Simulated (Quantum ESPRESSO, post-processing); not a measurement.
# Tuning the work function of Nb(110), part 2 of 2

Which overlayers raise and which lower the work function of Nb(110), and does electronegativity predict it?

Quantum ESPRESSO 7.5; plane-wave DFT, PBEsol, GBRV ultrasoft pseudopotentials.

So far. Step 10 (Self-consistent run, Br overlayer): Inside the slab this potential holds the local part of the pseudopotentials, which can be repulsive at the nuclei; only its value in the vacuum has a meaning of its own. Step 11 (Projections on atomic orbitals, Br overlayer): The atomic orbitals miss 0.1 % of the occupied states; for empty states the projections can miss much more.

### 12. Relaxing the ions, I overlayer

Level of this step: plane-wave DFT, PBE, GBRV ultrasoft pseudopotentials (Quantum ESPRESSO 7.5).

System of this step: Nb(110), 5 layers, one monolayer of I on longbridge sites. The cell holds 6 atoms: 5 Nb and 1 I. Its edges and angles: a = 2.858 Å, b = 2.858 Å, c = 28.334 Å, α = 90.0°, β = 90.0°, γ = 70.5°. It derives from Nb. Vacuum lies along c.

Contents of I.relax.in:

```
&control
  prefix = 'I.relax'
  outdir = './out'
  pseudo_dir = './pseudo'
  nstep = 40
  forc_conv_thr = 0.001
  calculation = 'relax'
/
&system
  ibrav = 0
  nat = 6
  ntyp = 2
  ecutwfc = 40
  ecutrho = 200
  occupations = 'smearing'
  smearing = 'mv'
  degauss = 0.02
/
&electrons
  conv_thr = 1e-07
  mixing_beta = 0.4
  electron_maxstep = 120
  mixing_mode = 'local-TF'
/
&ions
/
ATOMIC_SPECIES
  Nb  92.9064  nb_pbe_v1.uspp.F.UPF
  I   126.9045  i_pbe_v1.uspp.F.UPF
CELL_PARAMETERS angstrom
  2.33345237791561 -1.65000000000000 0.00000000000000
  2.33345237791561 1.65000000000000 0.00000000000000
  0.00000000000000 0.00000000000000 28.33380951166243
ATOMIC_POSITIONS crystal
  Nb  0.000000000000 0.000000000000 0.292936253298 0 0 0
  Nb  0.500000000000 0.500000000000 0.375292011953 0 0 0
  Nb  0.000000000000 0.000000000000 0.457647770608 0 0 0
  Nb  0.500000000000 0.500000000000 0.540003529262
  Nb  0.000000000000 0.000000000000 0.622359287917
  I   0.500000000000 0.500000000000 0.712052070990
K_POINTS automatic
  10 10 1 0 0 0
```

Run with:

```bash
$ OMP_NUM_THREADS=1 mpirun -n 4 pw.x -nk 4 -in I.relax.in > I.relax.out
```

Run time: 4.8 min. Hardware: 4 MPI ranks of Intel Xeon Platinum 8559C (Emerald Rapids), shared host; peak memory 0.72 GiB; 19 min of CPU time.

The steps of the relaxation:

| step | energy less that of the first step (eV) | largest force (eV/Å) |
| --- | --- | --- |
| 1 | 0.0000 | 0.2136 |
| 2 | -0.0014 | 0.1893 |
| 3 | -0.0027 | 0.1617 |
| 4 | -0.0042 | 0.1216 |
| 5 | -0.0056 | 0.0610 |
| 6 | -0.0059 | 0.0290 |
| 7 | -0.0059 | 0.0284 |
| 8 | -0.0059 | 0.0277 |
| 9 | -0.0060 | 0.0253 |

The atoms that moved most (Å):

| atom | dx | dy | dz | length |
| --- | --- | --- | --- | --- |
| Nb5 | 0.000 | 0.000 | -0.038 | 0.038 |
| Nb4 | 0.000 | 0.000 | 0.022 | 0.022 |

 On the free atoms the largest force ends at 0.025 eV/Å.

This step gave:

- free energy: -8913.0386 eV
- Fermi energy: 7.116 eV

### 13. Self-consistent run, I overlayer

Level of this step: plane-wave DFT, PBEsol, GBRV ultrasoft pseudopotentials (Quantum ESPRESSO 7.5).

Contents of I.esm.in:

```
&control
  prefix = 'I.esm'
  outdir = './out'
  pseudo_dir = './pseudo'
  calculation = 'scf'
  tprnfor = .true.
/
&system
  ibrav = 0
  nat = 6
  ntyp = 2
  ecutwfc = 40
  ecutrho = 200
  occupations = 'smearing'
  smearing = 'mv'
  degauss = 0.02
  assume_isolated = 'esm'
  esm_bc = 'bc1'
/
&electrons
  conv_thr = 1e-07
  mixing_beta = 0.4
  electron_maxstep = 120
  mixing_mode = 'local-TF'
/
ATOMIC_SPECIES
  Nb  92.9064  nb_pbesol_v1.uspp.F.UPF
  I   126.9045  i_pbesol_v1.uspp.F.UPF
CELL_PARAMETERS angstrom
  2.33345237791561 -1.65000000000000 0.00000000000000
  2.33345237791561 1.65000000000000 0.00000000000000
  0.00000000000000 0.00000000000000 28.33380951166243
ATOMIC_POSITIONS crystal
  Nb  0.000000000000 0.000000000000 -0.209543252900
  Nb  0.500000000000 0.500000000000 -0.127187494200
  Nb  0.000000000000 0.000000000000 -0.044831735600
  Nb  0.500000000000 0.500000000000 0.038301027900
  Nb  0.000000000000 0.000000000000 0.118541561500
  I   0.500000000000 0.500000000000 0.209543252900
K_POINTS automatic
  10 10 1 0 0 0
```

Run with:

```bash
$ OMP_NUM_THREADS=1 mpirun -n 4 pw.x -nk 4 -in I.esm.in > I.esm.out
```

The job ended after 1.8 min (4 MPI ranks; peak memory 0.73 GiB; 7.4 min of CPU time).

Numbers from this step:

| Item | Value |
| --- | --- |
| free energy | -8905.6291 eV |
| Fermi energy | -3.786 eV |
| vacuum line at the lower end of the cell, over the Fermi level | 4.703 eV |
| vacuum line at the upper end of the cell, over the Fermi level | 2.870 eV |

The potential energy, planar mean oscillates, so the rows of the table below give means over windows of 2.33 Å about each position, cut where the curve ends. Its maxima inside the range that stand out by 2 % of the span (Å: eV): -4.8: -0.933, -2.5: -1.00, -0.1: -0.804, 2.2: -1.42, 4.7: -1.37. Its minima: -6.0: -31.1, -3.6: -30.9, -1.3: -30.9, 1.1: -30.8, 3.4: -31.2, 6.0: -29.2.

Electrostatic potential energy of an electron; zero at the Fermi level. Table of potential energy, planar mean by z; means over each step:

| z (Å) | potential energy, planar mean (eV) |
| --- | --- |
| -12.95 | 4.70 |
| -10.62 | 4.70 |
| -8.29 | 3.89 |
| -5.96 | -13.8 |
| -3.62 | -13.7 |
| -1.29 | -13.7 |
| 1.04 | -13.7 |
| 3.37 | -14.3 |
| 5.70 | -15.1 |
| 8.02 | 1.89 |
| 10.36 | 2.87 |
| 12.69 | 2.87 |

The covered face stands at 2.87 eV against 4.63 eV when clean.

Inside the slab this potential holds the local part of the pseudopotentials, which can be repulsive at the nuclei; only its value in the vacuum has a meaning of its own.

### 14. Projections on atomic orbitals, I overlayer

Contents of I.pdos.in:

```
&projwfc
  prefix = 'I.esm'
  outdir = './out'
  filpdos = 'I.pdos'
  Emin = -11.786
  Emax = 0.214
  DeltaE = 0.1
  ngauss = 0
  degauss = 0.01
/
```

Run with:

```bash
$ OMP_NUM_THREADS=1 mpirun -n 4 projwfc.x -in I.pdos.in > I.pdos.out
```

Elapsed: 1.8 s, on 4 MPI ranks; peak memory 0.1 GiB; 6.5 s of CPU time.

Numbers from this step:

| Quantity | Value |
| --- | --- |
| spilling of the projection | 0.0022 |

Projected DOS an atom over height of the atomic layer and energy from the Fermi level. Columns are the atomic layers from the bottom up.

Ten even steps from '0' (0.00 states/eV) to '9' (2.03 states/eV), each cell a mean:
```
522242
523263
645471
978771
856661
867761
999862
333332
564661
686761
355531
123221
000013
000014
000013
000014
000001
000003
000002
000004
000001
000002
```
Columns: height of the atomic layer (Å) from -5.94 to 5.94 (not evenly spaced); rows upwards: energy from the Fermi level (eV) from -8.00 to 1.20.

The atomic orbitals miss 0.2 % of the occupied states; for empty states the projections can miss much more.

### 15. The series side by side

Against the clean face, with Pauling's electronegativity for orientation:

| overlayer | electronegativity | height over the top plane (Å) | change of work function (eV) |
| --- | --- | --- | --- |
| Cl | 3.16 | 1.90 | +0.06 |
| Br | 2.96 | 2.12 | -0.78 |
| I | 2.66 | 2.58 | -1.76 |

All levels:

| level | covered face (eV) | bare face (eV) | CPU time (s) |
| --- | --- | --- | --- |
| clean | 4.634 | 4.709 | 298.5 |
| Cl | 4.69 | 4.715 | 479.1 |
| Br | 3.851 | 4.693 | 494.1 |
| I | 2.87 | 4.703 | 443.2 |

### 16. By hand

Under I the faces differ by -1.83 eV. By the Helmholtz relation p = −Δφ A/180.95 = +0.0780 e Å a cell, or +0.37 D.

### 17. Outcome

```yaml
work_function_of_the_clean_face: 4.63 eV
change_under_cl: +0.06 eV
change_under_br: -0.78 eV
change_under_i: -1.76 eV
```

What this shows: On a clean face of 4.63 eV the changes run from -1.76 eV (I) to +0.06 eV (Cl) (PBEsol, GBRV ultrasoft). The changes follow electronegativity: the more electronegative the overlayer, the higher the work function. Of 4 overlayers planned, 3 are shown; the others were not run or did not converge. Br and I lower the work function although electronegative. The bare face moves by 0.02 eV over the row; it should not move at all, so the changes above are uncertain by about as much. Full 1×1 monolayers on one site are model structures; at this coverage neighbours depolarise each other, and real layers may take other sites or reconstruct. The upper layers were relaxed under PBE at the tabulated lattice constant.

Comparison with the measured values:

```
                             quantity  measured  PBEsol, GBRV ultrasoft, clean
work function (clean (110) face) (eV)      4.63                4.63 (+0.00 eV)
```

Measured values from arxiv:1902.07811 (2019).

**Verdict.** The work function is off by +0.00 eV: good agreement. The grades are ours: good and fair within 3 and 7 % for the work function. Other measurements of the same face can differ from the value quoted by 0.1 to 0.2 eV.

[Logs are printed without paths, hosts, clocks, repeated set-up lines and the standing remarks that a program may print on its own settings, such as how far it seeks lower states.]

[Hosts, paths, dates, database ids (printed as entryN), source tags and the programs' standing remarks are cut or masked in the printed files.]

[Maps of the electrostatic potential energy from Ansatz leave out the sawtooth potential of an applied field or a dipole correction, so their vacuum need not be flat; planar profiles and work functions include it.]
